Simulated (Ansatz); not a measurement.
# Lattice dynamics of AlBiSe3 (model cell, started as cubic perovskite with Al in the octahedra)

Aim: the vibrations of AlBiSe3 (model cell, started as cubic perovskite with Al in the octahedra), their spectra, and whether the structure is stable.

Main program and level: Ansatz 0.2.0; DFT PBEsol, scalar-relativistic, plane waves, PAW.

The structure was built from a prototype and need not be the compound's stable phase.

## (1) The structure

It takes space group Pm-3m (No. 221, cubic). The conventional cell has a = 4.929 Å, b = 4.929 Å, c = 4.929 Å, α = 90.00°, β = 90.00°, γ = 90.00°. Nearest to Bi lie 12 Se at 3.49 Å. Nearest to Al lie 6 Se at 2.46 Å. Nearest to Se lie 2 Al at 2.46 Å and 4 Bi at 3.49 Å. Farther neighbours and most contacts between anions are not listed.

## (2) Bringing the structure to rest

The cell and atoms are relaxed, since residual forces and stress would shift the frequencies.

input.yaml

```yaml
crystal:
  lattice:
    - [4.9294, 0.0, 0.0]
    - [0.0, 4.9294, 0.0]
    - [0.0, 0.0, 4.9294]
  atoms:
    - { symbol: Bi, position: [0.0, 0.0, 0.0] }
    - { symbol: Al, position: [0.5, 0.5, 0.5] }
    - { symbol: Se, position: [0.5, 0.5, 0.0] }
    - { symbol: Se, position: [0.5, 0.0, 0.5] }
    - { symbol: Se, position: [0.0, 0.5, 0.5] }
kpoints:
  mp_grid: { grid: [6, 6, 6] }
hamiltonian:
  xc: pbesol
scf:
  occupations: { method: gaussian, width: 0.1 }
output:
  forces: true
  stress: true
  eigenvalues: true
  write_density: true
  write_potential: true
  elf: true
  volumetric_format: npy
relax:
  adjacent_minimum: "off"
  f_tol: 0.005
  max_steps: 80
  cell: { stress_tol: 0.05 }
```

Command:

```bash
> ansatz run input.yaml --threads 8 --pin off --max-ram 14336MiB --backend cpu --events-out ev --progress --plain --runs-dir out
```

Numbers of over 12 decimals in the logs are rounded to 6 here.

Log:

```text
Engine: ansatz 0.2.0, x86_64-unknown-linux-gnu
Pseudopotentials: kind: paw
Pseudopotential: Bi, paw, valence charge 15, recommended cutoff 420 eV (normal), Bi.paw.azcp
Pseudopotential: Al, paw, valence charge 3, recommended cutoff 420 eV (normal), Al.paw.azcp
Pseudopotential: Se, paw, valence charge 16, recommended cutoff 420 eV (normal), Se.paw.azcp
Functional definition: PBEsol
  exchange = pbesol_x
  correlation = pbesol_c
Crystal: 5 atoms, lattice volume = 119.779 Å³
Basis set: ecut = 420 eV, 2325 PW (Γ), exchange–correlation on 72×72×72 points (8 copies of the dense FFT grid, shifted against one another)
Bands: 40, of which v1, the nominal top of the filled ones, is band 33 counted from 1 (32 counted from 0)
Symmetry: 48 space group operations
Space group: Pm-3m (ITA 221), of the structure as read, at distance tolerance 4.9e-5 Å
k-points: 20 of 216
Non-local potential: Bi, projectors of the file, l = 0: 2, l = 1: 2, l = 2: 2, l = 3: 2
Non-local potential: Al, projectors of the file, l = 0: 2, l = 1: 2, l = 2: 1
Non-local potential: Se, projectors of the file, l = 0: 2, l = 1: 2, l = 2: 3, l = 3: 1
PAW form: soft (Blöchl's): semilocal exchange-correlation on the pseudo side does not see the compensation charge
PAW frozen core: Bi, regenerated for the run's functional, and the local potential with it (the file was generated under x = pbe(κ = 0.804, μ = 0.219515), c = pbe(β = 0.066725))
PAW frozen core: Al, regenerated for the run's functional, and the local potential with it (the file was generated under x = pbe(κ = 0.804, μ = 0.219515), c = pbe(β = 0.066725))
PAW frozen core: Se, regenerated for the run's functional, and the local potential with it (the file was generated under x = pbe(κ = 0.804, μ = 0.219515), c = pbe(β = 0.066725))
PAW one-centre angular grid: Bi, 590 points (default); XC on 64 Gauss nodes
PAW one-centre angular grid: Al, 110 points (default); XC on 64 Gauss nodes
PAW one-centre angular grid: Se, 590 points (default); XC on 64 Gauss nodes
Initial density: superposition of atomic densities (neutral atoms: chi_scale 0, normalization atom), corrected by the library's trained network
Initial wavefunctions: pseudopotential atomic-orbital guess
Functional: x = pbesol(κ = 0.804, μ = 0.123457), c = pbesol(β = 0.046)
SCF iter   1: F=—  HF=-29039.891767 eV  |F-HF|=—  |Δ(HF+E_count)|=         —  Δρ=4.86e-3  dr2=7.21e-2  ethr=1.77e-3  ⟨swp⟩=7.6  Hψ=3315  notcnv=0
preconditioner: auto → Kerker (q_TF=auto, 2.470 Å⁻¹)  [metal: Δε(μ)=0.011 eV  Ē_g=9.212 eV  σ=0.100 eV  W_gap=0.06  n_scr=26 (ndim 8)  ℏωp=17.3 eV  f_vac=0.000  D(μ)=5.74/eV (n_scr^D=56)]
SCF iter   2: F=—  HF=-29039.878691 eV  |F-HF|=—  |Δ(HF+E_count)|=   1.31e-2  Δρ=2.26e-3  dr2=1.27e-2  ethr=1.09e-4  ⟨swp⟩=1.0  Hψ=960  notcnv=0
SCF iter   3: F=—  HF=-29039.875972 eV  |F-HF|=—  |Δ(HF+E_count)|=   2.72e-3  Δρ=9.83e-4  dr2=2.91e-3  ethr=1.93e-5  ⟨swp⟩=1.9  Hψ=1081  notcnv=0
SCF iter   4: F=—  HF=-29039.875263 eV  |F-HF|=—  |Δ(HF+E_count)|=   7.10e-4  Δρ=3.12e-4  dr2=2.69e-4  ethr=4.41e-6  ⟨swp⟩=2.0  Hψ=1006  notcnv=0
SCF iter   5: F=—  HF=-29039.875189 eV  |F-HF|=—  |Δ(HF+E_count)|=   7.38e-5  Δρ=1.23e-4  dr2=2.40e-5  ethr=4.08e-7  ⟨swp⟩=2.0  Hψ=1418  notcnv=0
SCF iter   6: F=—  HF=-29039.875301 eV  |F-HF|=—  |Δ(HF+E_count)|=   1.12e-4  Δρ=5.18e-5  dr2=4.34e-6  ethr=3.63e-8  ⟨swp⟩=2.0  Hψ=1433  notcnv=0  defer=1
SCF iter   7: F=—  HF=-29039.875302 eV  |F-HF|=—  |Δ(HF+E_count)|=   3.38e-7  Δρ=1.31e-5  dr2=2.49e-7  ethr=6.57e-9  ⟨swp⟩=2.0  Hψ=918  notcnv=0  defer=2
SCF iter   8: F=-29039.875302 eV  HF=-29039.875302 eV  |F-HF|=1.50e-8  |Δ(HF+E_count)|=   3.80e-8  Δρ=3.70e-6  dr2=2.45e-8  ethr=1.52e-10  ⟨swp⟩=13.7  Hψ=6040  notcnv=0
SCF 1 converged in 8 iterations: F = -29039.875302 eV  dr2 = 2.45e-8
  greatest PAW one-centre occupation: 1.000 electrons in one spin orbital (limit 2), on the Se atom at site 3 (counted from 0), in its partial waves of l = 2
relax step   1: F+E_penalty+E_count = -29039.87530155 eV  Δ(F+E_penalty+E_count) = +0.000e0 eV  max|allowed force component| = 1.643e-30 eV/Å  Δτ_max = 0.0000 Å  P = -2.940 GPa  Ω = 119.779 Å³  (8 SCF iters, dr2 threshold 1.00e-7 eV, accepted)
Crystal: 5 atoms, lattice volume = 114.251 Å³
Basis set: ecut = 420 eV, 2205 PW (Γ), exchange–correlation on 72×72×72 points (8 copies of the dense FFT grid, shifted against one another)
Initial density: handed on by an earlier stage of this run
Initial wavefunctions: those handed on with the density
iter 1 solved again at ethr=8.34e-6 eV; its pass at ethr=3.10e-3 eV (dr2=5.51e-3 eV) is discarded
SCF iter   1: F=—  HF=-29039.930661 eV  |F-HF|=—  |Δ(HF+E_count)|=         —  Δρ=1.76e-3  dr2=5.51e-3  ethr=8.34e-6  ⟨swp⟩=2.0  Hψ=3778  notcnv=0
preconditioner: auto → Kerker (q_TF=auto, 2.490 Å⁻¹)  [metal: Δε(μ)=0.019 eV  Ē_g=9.466 eV  σ=0.100 eV  W_gap=0.11  n_scr=26 (ndim 8)  ℏωp=17.7 eV  f_vac=0.000  D(μ)=4.97/eV (n_scr^D=32)]
SCF iter   2: F=—  HF=-29039.929187 eV  |F-HF|=—  |Δ(HF+E_count)|=   1.47e-3  Δρ=1.14e-3  dr2=2.72e-3  ethr=8.34e-6  ⟨swp⟩=1.0  Hψ=800  notcnv=0
SCF iter   3: F=—  HF=-29039.928170 eV  |F-HF|=—  |Δ(HF+E_count)|=   1.02e-3  Δρ=2.23e-4  dr2=1.71e-4  ethr=4.13e-6  ⟨swp⟩=2.0  Hψ=1033  notcnv=0
SCF iter   4: F=—  HF=-29039.928278 eV  |F-HF|=—  |Δ(HF+E_count)|=   1.08e-4  Δρ=1.07e-4  dr2=2.51e-5  ethr=2.59e-7  ⟨swp⟩=2.0  Hψ=1302  notcnv=0
SCF iter   5: F=—  HF=-29039.928269 eV  |F-HF|=—  |Δ(HF+E_count)|=   9.48e-6  Δρ=5.31e-5  dr2=6.32e-6  ethr=3.80e-8  ⟨swp⟩=2.0  Hψ=1457  notcnv=0
SCF iter   6: F=-29039.928268 eV  HF=-29039.928268 eV  |F-HF|=9.53e-8  |Δ(HF+E_count)|=   1.24e-6  Δρ=1.73e-5  dr2=3.53e-7  ethr=7.58e-10  ⟨swp⟩=8.5  Hψ=6087  notcnv=0
SCF 2 converged in 6 iterations: F = -29039.928268 eV  dr2 = 3.53e-7
  greatest PAW one-centre occupation: 1.000 electrons in one spin orbital (limit 2), on the Se atom at site 2 (counted from 0), in its partial waves of l = 2
relax step   2: F+E_penalty+E_count = -29039.92826784 eV  Δ(F+E_penalty+E_count) = -5.297e-2 eV  max|allowed force component| = 3.106e-31 eV/Å  Δτ_max = 0.0000 Å  P = +0.047 GPa  Ω = 114.251 Å³  energy of the carried Pulay correction = +7.834e-4 eV  (6 SCF iters, dr2 threshold 5.00e-7 eV, accepted)
Initial wavefunctions: pseudopotential atomic-orbital guess (no wavefunctions were taken with the density)
iter 1 solved again at ethr=1.59e-7 eV; its pass at ethr=3.10e-3 eV (dr2=1.05e-4 eV) is discarded
SCF iter   1: F=—  HF=-29039.927387 eV  |F-HF|=—  |Δ(HF+E_count)|=         —  Δρ=4.36e-5  dr2=6.64e-7  ethr=1.59e-7  ⟨swp⟩=3.0  Hψ=5106  notcnv=0
preconditioner: auto → Kerker (q_TF=auto, 2.490 Å⁻¹)  [metal: Δε(μ)=0.026 eV  Ē_g=9.467 eV  σ=0.100 eV  W_gap=0.15  n_scr=26 (ndim 8)  ℏωp=17.7 eV  f_vac=0.000  D(μ)=4.91/eV (n_scr^D=32)]
SCF iter   2: F=—  HF=-29039.927507 eV  |F-HF|=—  |Δ(HF+E_count)|=   1.20e-4  Δρ=2.51e-5  dr2=3.10e-7  ethr=1.01e-9  ⟨swp⟩=2.1  Hψ=1459  notcnv=0
SCF iter   3: F=—  HF=-29039.927507 eV  |F-HF|=—  |Δ(HF+E_count)|=   1.34e-7  Δρ=8.24e-6  dr2=6.56e-8  ethr=4.70e-10  ⟨swp⟩=2.0  Hψ=1015  notcnv=0
SCF iter   4: F=—  HF=-29039.927507 eV  |F-HF|=—  |Δ(HF+E_count)|=   1.46e-8  Δρ=2.95e-6  dr2=1.44e-8  ethr=9.94e-11  ⟨swp⟩=2.9  Hψ=1471  notcnv=0
SCF iter   5: F=—  HF=-29039.927507 eV  |F-HF|=—  |Δ(HF+E_count)|=   4.21e-9  Δρ=9.36e-7  dr2=1.39e-9  ethr=2.19e-11  ⟨swp⟩=1.8  Hψ=854  notcnv=0
SCF iter   6: F=—  HF=-29039.927507 eV  |F-HF|=—  |Δ(HF+E_count)|=  1.96e-10  Δρ=2.21e-7  dr2=1.09e-10  ethr=2.11e-12  ⟨swp⟩=2.3  Hψ=1161  notcnv=0
SCF iter   7: F=-29039.927507 eV  HF=-29039.927507 eV  |F-HF|=7.28e-12  |Δ(HF+E_count)|=  3.64e-11  Δρ=5.82e-8  dr2=7.13e-12  ethr=1.00e-12  ⟨swp⟩=6.3  Hψ=3631  notcnv=0
SCF 3 converged in 7 iterations: F = -29039.927507 eV  dr2 = 7.13e-12
  greatest PAW one-centre occupation: 1.000 electrons in one spin orbital (limit 2), on the Se atom at site 4 (counted from 0), in its partial waves of l = 2
relax step   3: F+E_penalty+E_count = -29039.92750734 eV  Δ(F+E_penalty+E_count) = +7.605e-4 eV  max|allowed force component| = 4.273e-31 eV/Å  Δτ_max = 0.0000 Å  P = +0.046 GPa  Ω = 114.251 Å³  stress off target by 4.57e-2 GPa  SCF on the basis re-selected at this cell (its energy is not comparable with the rows above)  (7 SCF iters)
basis re-selected at this cell: Δ(F+E_penalty+E_count) = +7.605e-4 eV, ΔP = -0.002 GPa vs the last step (what re-selecting the basis moved, of the pressure what is left beyond the Pulay correction that the steps carried, after the strain that the cell walked since its last selection, with what the two solves' SCF thresholds leave and, on support functions, any second-order correction that the steps lacked; it is no m [...]
SCF converged after 7 iterations
Free energy (F): -29039.927507 eV
Harris-Foulkes:  -29039.927507 eV  (|F-HF|=7.28e-12)
Internal energy: -29039.902961 eV  (E = F + TS)
E sigma→0 (E₀):  -29039.915234 eV
Entropy (-TS):   -0.024547 eV (-4.909 meV/atom)
Fermi energy:    9.649913 eV
--- Per-component energies (eV) ---
  E_band       = -1174.169832
  E_kinetic    = 683.025406
  E_local      = -8482.353891  (includes V_loc(G=0)·N_el)
  E_nonlocal   = -1205.254300
  E_hartree    = 3968.220135
  E_xc         = -500.833677
  E_vxc        = -469.035484  (∫ρ·V_xc dr)
  E_paw        = -16567.175944  (= ΣΔE_a)
  E_vpaw       = 363.010509  (= ΣTr[D̂ρ^β])
  E_aug_tail   = -0.002221  (compensation charges beyond the density's cutoff)
  E_ewald      = -6938.662712
  E_core_change = 3.134243  (= ΣΔE_core)
  E_smearing   = -0.024547  (= −TS)
  E_closure    = -0.000000  (closes the sum)
  Σ components = -29039.927507   (vs F -29039.927507, Δ=0.00e0)
--- Forces (eV/Å), atoms counted from 1 ---
  atom   1  Bi    -0.00000000    -0.00000000    -0.00000000
  atom   2  Al    -0.00000000     0.00000000     0.00000000
  atom   3  Se     0.00000000     0.00000000     0.00000000
  atom   4  Se     0.00000000    -0.00000000     0.00000000
  atom   5  Se    -0.00000000    -0.00000000    -0.00000000
  max |Σ_I F_I| component: 2.33e-31 eV/Å
--- Stress (GPa, compression-positive) ---
        0.045682       0.000000       0.000000
        0.000000       0.045682       0.000000
        0.000000       0.000000       0.045682
  P = ⅓ Tr σ = 0.0457 GPa (0.457 kbar)
--- Band table (eV; the first three rows and the last of 20) ---
  k-point 0: bands = [... 29 lower, 8.0214, 8.4454, 8.4454, 8.4454, 9.2115, 12.3389, 12.3389, 12.3389, ... 3 higher]
  k-point 1: bands = [... 29 lower, 7.7188, 8.2362, 8.4124, 8.4124, 10.2537, 11.4759, 11.9924, 11.9924, ... 3 higher]
  k-point 2: bands = [... 29 lower, 7.2049, 7.8803, 8.6416, 8.6416, 9.9617, 11.3430, 11.3430, 11.8778, ... 3 higher]
  k-point 19: bands = [... 29 lower, 8.3510, 10.1583, 10.1583, 10.1583, 12.2690, 12.2690, 12.2690, 13.3933, ... 3 higher]
--- Relaxed structure (2 steps of the walk, 2 accepted, 1 SCFs on fresh bases) ---
  F+E_penalty+E_count = -29039.92750734 eV   max|allowed force component| = 4.273e-31 eV/Å   (the final SCF, on the basis selected at the relaxed cell)
  cell:  # Å, volume = 114.2514 Å³
    - [4.852369, 0, 0]
    - [0, 4.852369, 0.0]
    - [0, 0.0, 4.852369]
  atoms:
    - { symbol: Bi, position: [0, 0, 0] }
    - { symbol: Al, position: [0.5, 0.5, 0.5] }
    - { symbol: Se, position: [0.5, 0.5, 0] }
    - { symbol: Se, position: [0.5, 0, 0.5] }
    - { symbol: Se, position: [0, 0.5, 0.5] }
```

Run time: 3.7 s. Hardware: 8 threads of Intel Xeon 6975P-C (Granite Rapids), shared host; peak memory 0.67 GiB; 16 s of CPU time.

Relaxation path:

| step | energy less that of the first step (eV) | largest force component (eV/Å) | pressure (GPa) | volume (Å³) |
| --- | --- | --- | --- | --- |
| 1 | 0.0000 | 0.0000 | -2.94 | 119.78 |
| 2 | -0.0530 | 0.0000 | 0.05 | 114.25 |
| 3* | -0.0522 | 0.0000 | 0.05 | 114.25 |

Relaxation steps marked * repeat the geometry before them on a plane-wave basis chosen anew for their cell, so energy and pressure can jump there.

The run keeps the 48 symmetry operations that it works with, so distortions that break them were not tested.

| conventional cell, symmetrised | before | after | change |
| --- | --- | --- | --- |
| a (Å) | 4.929 | 4.852 | -1.6 % |
| b (Å) | 4.929 | 4.852 | -1.6 % |
| c (Å) | 4.929 | 4.852 | -1.6 % |
| volume (Å³/atom) | 23.96 | 22.85 | -4.6 % |

The relaxed structure:

```cif
data_structure
_symmetry_space_group_name_H-M 'P 1'
_symmetry_Int_Tables_number 1
_cell_length_a 4.8524
_cell_length_b 4.8524
_cell_length_c 4.8524
_cell_angle_alpha 90.000
_cell_angle_beta 90.000
_cell_angle_gamma 90.000
_cell_volume 114.25
loop_
_atom_site_label
_atom_site_type_symbol
_atom_site_fract_x
_atom_site_fract_y
_atom_site_fract_z
_atom_site_occupancy
Bi1 Bi 0.00000 0.00000 0.00000 1
Al2 Al 0.50000 0.50000 0.50000 1
Se3 Se 0.50000 0.50000 0.00000 1
Se4 Se 0.50000 0.00000 0.50000 1
Se5 Se 0.00000 0.50000 0.50000 1
```

This step gave:

```yaml
pressure: 0.04568 GPa
volume_per_atom: 22.85 Å³
gap_on_the_k_mesh: 0 eV
```

Valence density in the ac plane at fractional y = 0.500, with atoms of Al and Se within 0.2 Å of it. It is the smooth field of the valence electrons, not physical close to the nuclei.

Ten steps, logarithmic in the rise over the least value, from '_' (0 e/Å³) to '@' (30 e/Å³), each cell a mean:
```
________::==##%%**--..______
________..::====--::..______
__________..::::::..________
::....____........______....
==--::....__________....::==
@@**--::..________....::==##
@@##--::..________....::++%%
##++::....________....::--**
--::....____......____....::
....______..........______..
________..::::--::..________
________..--**##++::..______
________::++@@@@##--..______
```
Columns run along a (4.9 Å), rows up along c (4.9 Å). Atoms in or near the plane, at fractional coordinates: Al at (0.50, 0.50), Se at (0.50, 0.00), Se at (0.00, 0.50).

Electrostatic potential energy in the ac plane at fractional y = 0.500, with atoms of Al and Se within 0.2 Å of it. With pseudopotentials it is smooth inside the atoms' cores, unlike the true potential.

Ten even steps from '_' (-10 eV) to '@' (14 eV), each cell a mean:
```
@@@@@@%%==__--==::__##@@@@@@
@@@@@@@@##::______==%%@@@@@@
@@@@@@@@%%**====++##@@@@@@@@
==**%%%%%%**====++##%%%%##++
____==##**::____..==##**::__
==..__++==__::==....++--__--
++::__++--__==++::..++::__==
::__::**++......__--**++__..
..--**%%##++::::--**%%##++::
##%%@@@@%%##++++**%%@@@@%%%%
@@@@@@@@%%==..__::**%%@@@@@@
@@@@@@@@++__..::__::##@@@@@@
@@@@@@%%--__==++--__**@@@@@@
```
Columns run along a (4.9 Å; values clipped at the 3rd and 97th percentile), rows up along c (4.9 Å). Atoms in or near the plane, at fractional coordinates: Al at (0.50, 0.50), Se at (0.50, 0.00), Se at (0.00, 0.50).

ELF in the ac plane at fractional y = 0.500, with atoms of Al and Se within 0.2 Å of it. It is the smooth field of the valence electrons, not physical close to the nuclei.

Ten even steps from '0' (0.03) to '9' (0.82), each cell a mean:
```
00269854798400
10137999986201
64214899962135
98632589742478
89874333335899
37998200058995
26998200059984
68986200147997
99753467533689
86313799852257
32126899984112
00158976897300
00279832598510
```
Columns run along a (4.9 Å), rows up along c (4.9 Å). Atoms in or near the plane, at fractional coordinates: Al at (0.50, 0.50), Se at (0.50, 0.00), Se at (0.00, 0.50).

In this step the volume went from 23.96 to 22.85 Å³/atom.

(Part 1 of 2 ends here.)

[Logs are printed without paths, hosts, clocks, repeated set-up lines and the standing remarks that a program may print on its own settings, such as how far it seeks lower states.]

[Hosts, paths, dates, database ids (printed as entryN), source tags and the programs' standing remarks are cut or masked in the printed files.]
